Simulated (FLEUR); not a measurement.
# free Fe(110) film, 1 layer: from one collinear state to anisotropy, part 2 of 2

Aim: the anisotropy of free Fe(110) film, 1 layer from single passes in the potential of one collinear state.

FLEUR MaX-R8.1; PBE; all-electron FLAPW film, Dirac cores, scalar-relativistic bands.

So far. Step 2 (Self-consistent state): After 24 cycles the largest moment stands at 2.93 μB.

**5. Spin–orbit coupling, moments along z**

Level of this step: PBE; all-electron FLAPW film, Dirac cores, scalar-relativistic bands with spin-orbit coupling (FLEUR).

Spin–orbit coupling ties the spins to the lattice and lets orbital moments form.

A new self-consistent run of the start ferro +, with the moments along z. The k list default-1 (kpts.xml, not shown) is a Γ-centred 32×32×1 mesh.

Input file inp.xml:

```
<?xml version="1.0" encoding="UTF-8" standalone="no"?>
<fleurInput fleurInputVersion="0.39">
   <comment>
      Fe
   </comment>
   <calculationSetup>
      <cutoffs Kmax="3.68" Gmax="11.0" GmaxXC="11.0" numbands="36"/>
      <scfLoop itmax="150" minDistance="0.00002" maxIterBroyd="15" imix="Anderson" alpha="0.03" precondParam="0.0" spinf="2.0" sdNocoIR="T"/>
      <coreElectrons ctail="T" frcor="F" kcrel="0" coretail_lmax="0"/>
      <xcFunctional name="pbe" relativisticCorrections="F"/>
      <magnetism jspins="2"/>
      <soc l_soc="T" theta="0.0" phi="0.0" spav="F"/>
      <expertModes spex="0" secvar="F"/>
      <geometryOptimization l_f="F" forcealpha="1.0" forcemix="BFGS" epsdisp="0.00001" epsforce="0.00001"/>
      <ldaU l_linMix="F" mixParam="0.05" spinf="1.0"/>
   </calculationSetup>
   <cell>
      <bzIntegration valenceElectrons="16.0" mode="hist" fermiSmearingEnergy="0.00183747">
         <kPointListSelection listName="default-1"/>
         <xi:include xmlns:xi="http://www.w3.org/2001/XInclude" href="kpts.xml"> </xi:include>
      </bzIntegration>
      <xi:include xmlns:xi="http://www.w3.org/2001/XInclude" href="sym.xml"> </xi:include>
      <filmLattice scale="1.0" dVac="5.26" dTilda="7.76">
         <bravaisMatrixFilm>
            <row-1>    2.7079775365518000    -3.8296584928783730</row-1>
            <row-2>    2.7079775365518000     3.8296584928783730</row-2>
         </bravaisMatrixFilm>
         <vacuumEnergyParameters vacuum="1" spinUp="-.25" spinDown="-.25"/>
      </filmLattice>
   </cell>
   <atomSpecies>
      <species name="Iron (Fe) 2.800" element="Fe" atomicNumber="26">
         <mtSphere radius="2.23" gridPoints="737" logIncrement="0.016"/>
         <atomicCutoffs lmax="8" lnonsphr="6"/>
         <electronConfig flipSpins="F">
            <coreConfig>(1s1/2) (2s1/2) (2p1/2) (2p3/2)</coreConfig>
            <valenceConfig>(3s1/2) (3p1/2) (3p3/2) (4s1/2) (3d3/2) (3d5/2)</valenceConfig>
            <stateOccupation state="(3d3/2)" spinUp="1.4" spinDown="1.0"/>
            <stateOccupation state="(3d5/2)" spinUp="3.0" spinDown="0.6"/>
         </electronConfig>
         <energyParameters s="4" p="4" d="3" f="4"/>
         <lo type="SCLO" l="0" n="3" eDeriv="0"/>
         <lo type="SCLO" l="1" n="3" eDeriv="0"/>
      </species>
   </atomSpecies>
   <atomGroups>
      <atomGroup species="Iron (Fe) 2.800">
         <filmPos label="                   1">.0000000000 .0000000000 .0000000000</filmPos>
         <force calculate="T" relaxXYZ="TTT"/>
      </atomGroup>
   </atomGroups>
   <output dos="F" band="F" slice="F">
      <bandDOS minEnergy="-.5*Htr" maxEnergy="0.5*Htr" sigma="0.015" storeEVData="T"/>
      <plotting iplot="0" polar="F">
         <plot TwoD="T" vec1="  1.0  0.0  0.0" vec2="  0.0  1.0  0.0" vec3="  0.0  0.0  1.0" zero="  0.0  0.0 -0.5" file="plot"/>
      </plotting>
      <moessbauerParams electricFieldGradient="F" isomerShift="F" coreHyperfine="F" valenceHyperfine="F"/>
   </output>
</fleurInput>
```

Input file crystal.txt:

```
Fe
&input film=T cartesian=F /
1.43300000000  -2.02656800000  0.00000000000
1.43300000000  2.02656800000  0.00000000000
0.00000000000  0.00000000000  1.00000000000
1.8897261246
1.0 1.0 1.0

1
26 0.00000000000  0.00000000000  0.00000000000 : 2.800

&soc 0.0000000 0.0000000 /
&kpt div1=32 div2=32 div3=1 gamma=T /
```

Command:

```console
$ OMP_NUM_THREADS=1 inpgen -f crystal.txt > inpgen.log  # inp.xml is then edited as shown
$ OMP_NUM_THREADS=1 mpirun -n 4 fleur_MPI > fleur.log
```

Output:

```text
[banner, memory and clock lines left out]
Welcome to FLEUR        (www.flapw.de)
      MaX-Release 8.1          (www.max-centre.eu)

 ========== k-point set info ==========
 Selected k-point list: default-1
 k-point list type: mesh
 0 x 0 x 0
 Number of k points: 516

 [... set-up left out ...]
 Iteration:     1   Distance:      13.84896212 me/bohr^3
 Iteration:     2   Distance:      12.76585410 me/bohr^3
 Iteration:     3   Distance:       8.81826994 me/bohr^3
 Iteration:     4   Distance:       7.45980097 me/bohr^3
 Iteration:     5   Distance:       2.95226650 me/bohr^3
 Iteration:     6   Distance:       2.93564485 me/bohr^3
 Iteration:     7   Distance:       1.29945149 me/bohr^3
 Iteration:     8   Distance:       1.10402187 me/bohr^3
 Iteration:     9   Distance:       0.22110086 me/bohr^3
 Iteration:    10   Distance:       0.13032046 me/bohr^3
 Iteration:    11   Distance:       0.13111310 me/bohr^3
 Iteration:    12   Distance:       0.05331207 me/bohr^3
 Iteration:    13   Distance:       0.02089456 me/bohr^3
 Iteration:    14   Distance:       0.01377866 me/bohr^3
[... lines left out ...]
 Iteration:    18   Distance:       0.00308435 me/bohr^3
 Iteration:    19   Distance:       0.00135147 me/bohr^3
 Iteration:    20   Distance:       0.00043991 me/bohr^3
 Iteration:    21   Distance:       0.00013608 me/bohr^3
 Iteration:    22   Distance:       0.00010162 me/bohr^3
 Iteration:    23   Distance:       0.00003183 me/bohr^3
 Iteration:    24   Distance:       0.00000481 me/bohr^3

 ********************************************************************
 Run finished successfully
 Stop message:
   all done
 ********************************************************************

--- out.xml (last complete iteration) ---
<iteration numberForCurrentRun="   24" overallNumber="   24">
         [... left out ...]
         <bandgap value="0.0000000000" units="eV"/>
         <sumValenceSingleParticleEnergies value="-21.2210151791" units="Htr"/>
         <FermiEnergy value="-0.1629173649" units="Htr"/>
         [... left out ...]
         <magneticMomentsInMTSpheres units="muBohr">
            <globalMagMoment atomType="1" vec="0.00000   0.00000   2.87966"/>
         </magneticMomentsInMTSpheres>
         <orbitalMomentsInMTSpheres units="muBohr">
            <globalMagMoment atomType="1" vec="0.00000   0.00000   0.07127"/>
         </orbitalMomentsInMTSpheres>
         [... left out ...]
         <totalEnergy value="    -1272.7402881037" units="Htr">
            <sumOfEigenvalues value="     -748.7089988662">
               <coreElectrons value="-727.4879836872"/>
               <valenceElectrons value="-21.2210151791"/>
            </sumOfEigenvalues>
         [... left out ...]
            <freeEnergy value="-1272.7407203224"/>
            <extrapolationTo0K value="-1272.7405042130"/>
         </totalEnergy>
         <densityConvergence units="me/bohr^3">
            <chargeDensity spin="1" distance="0.0000030650"/>
            <chargeDensity spin="2" distance="0.0000034090"/>
            <overallChargeDensity distance="0.0000043491"/>
            <spinDensity distance="0.0000048079"/>
         </densityConvergence>
      </iteration>
```

Elapsed: 1.9 min, on 4 MPI ranks of Arm Neoverse V1, shared host; peak memory 0.45 GiB.

This step gave:

```yaml
free_energy: -34633.0393 eV
program_s_band_gap_on_this_mesh_in_a_metal_only_a_level_spacing: 0 eV
magnetization: 2.926 μB
final_state: ferromagnetic
largest_moment: 2.880 μB
orbital_moment_along_the_spin: 0.07127 μB
```

Orbital moment in the sphere, along the spin axis by atom:

```tsv
atom	orbital moment in the sphere, along the spin axis (μB)
Fe1	0.0713
```

**6. Summary of results**

- reference state: ferromagnetic
- largest sphere moment: 2.93 μB
- easy direction of those tried: z
- energy along x less z, force theorem: 0.429 meV a primitive cell
- orbital moment on the atom of largest spin, along its spin (spin–orbit run): 0.0713 μB

**Reading.** By the force theorem the moments prefer z; shape anisotropy is not in it, and in a film it favours the plane. The difference for the second direction goes from 0.48 meV (mesh 21×21×1, 32 states, 27 s of CPU time) to 0.43 meV (mesh 32×32×1, 32 states, 51 s). The orbital moment is parallel to the spin. The state was typed, and no other order was converged beside it, so it need not be the ground state.

[Logs and program files are shortened in this print: banners, set-up blocks, solver, clock and traceback lines can be left out without a mark of their own.]

[Logs are printed without paths, hosts, clocks, repeated set-up lines and the standing remarks that a program may print on its own settings, such as how far it seeks lower states.]

[Hosts, paths, dates, database ids (printed as entryN), source tags and the programs' standing remarks are cut or masked in the printed files.]

[Where a cell is said to come from a database of computed structures, the database is the Materials Project.]
